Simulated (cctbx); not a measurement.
**Which space group?**

Cell: a = 5.1640 Å, b = 5.1640 Å, c = 25.0870 Å, α = 90.00°, β = 90.00°, γ = 120.00°. Expected content of the cell: Sm8 Cr28.

Simulated single-crystal data (cctbx): Ag Kα, λ = 0.56087 Å, to d = 0.84 Å, 95 % of the full sphere, strongest reflection 40000 counts, noise from counting, a 4 % proportional error and a noise floor of 4 counts (s.d.); no absorption, some extinction.

Tests on the unmerged data give:

```text
3887 reflections to d = 0.841 A
centring   violations  <I/sigma> of those
    A       1535 of  1949     13.0
    B       1532 of  1947     13.0
    C       1529 of  1974     12.6
    I       1525 of  1945     13.0
    R       2012 of  2570     12.7
    F       2298 of  2935     12.9
Laue class    unique    Rint  (classes that these axes allow; Friedel mates merged)
P -1             2041   0.025
P 1 1 2/m        1063   0.029
P -3              701   0.031
P -3 1 m          425   0.032
P -3 m 1          478   0.032
P 6/m             374   0.032
P 6/m m m         288   0.033
space group    extra absences  I>4sigma  <I/sigma>
P 6 2 2                 0          0         -  acentric
P 63 2 2               29          0       0.2  acentric
P 6 m m                 0          0         -  acentric
P 63 m c              348          0       0.1  acentric
P -6 m 2                0          0         -  acentric
P -6 2 m                0          0         -  acentric
P -6 2 c              348          0       0.1  acentric
P 6/m m m               0          0         -  centric
P 63/m m c            348          0       0.1  centric
Wilson B = 0.12 A^2   <|E^2-1|> = 0.946 (0.968 centric, 0.736 acentric)   E^2>4: 3.4 %
shell (A)         n   <I/sigma>
25.10 - 1.68     52     34.6
 1.68 - 1.33     38     45.8
 1.33 - 1.17     39     40.8
 1.17 - 1.06     32     47.2
 1.06 - 0.98     31     44.1
 0.98 - 0.93     33     44.9
 0.93 - 0.88     28     45.6
 0.88 - 0.84     35     45.2
```

Q: Read the symmetry from these tables.

Every centring test has many violations, so the lattice is primitive.

Rint stays low (0.025 to 0.033) up to P 6/m m m, the highest class in these axes.

9 settings pass the absence test. The most absences obeyed, 348, belong to P 63 m c, P -6 2 c and P 63/m m c, which absences can't tell apart.

⟨|E²−1|⟩ = 0.946 leans to a centrosymmetric structure. The Wilson B of 0.12 Å² means U ≈ 0.0015 Å².

The true group is P6_3/mmc (no. 194), Laue class 6/mmm, centrosymmetric. The tables only narrow the choice to the tied entries; cell content, site symmetry and trial solutions must settle it.

The model is made up (kin elements in a known structure type, no relaxation), so it says nothing on whether the phase exists.

[Logs are printed without paths, hosts, clocks, repeated set-up lines and the standing remarks that a program may print on its own settings, such as how far it seeks lower states.]
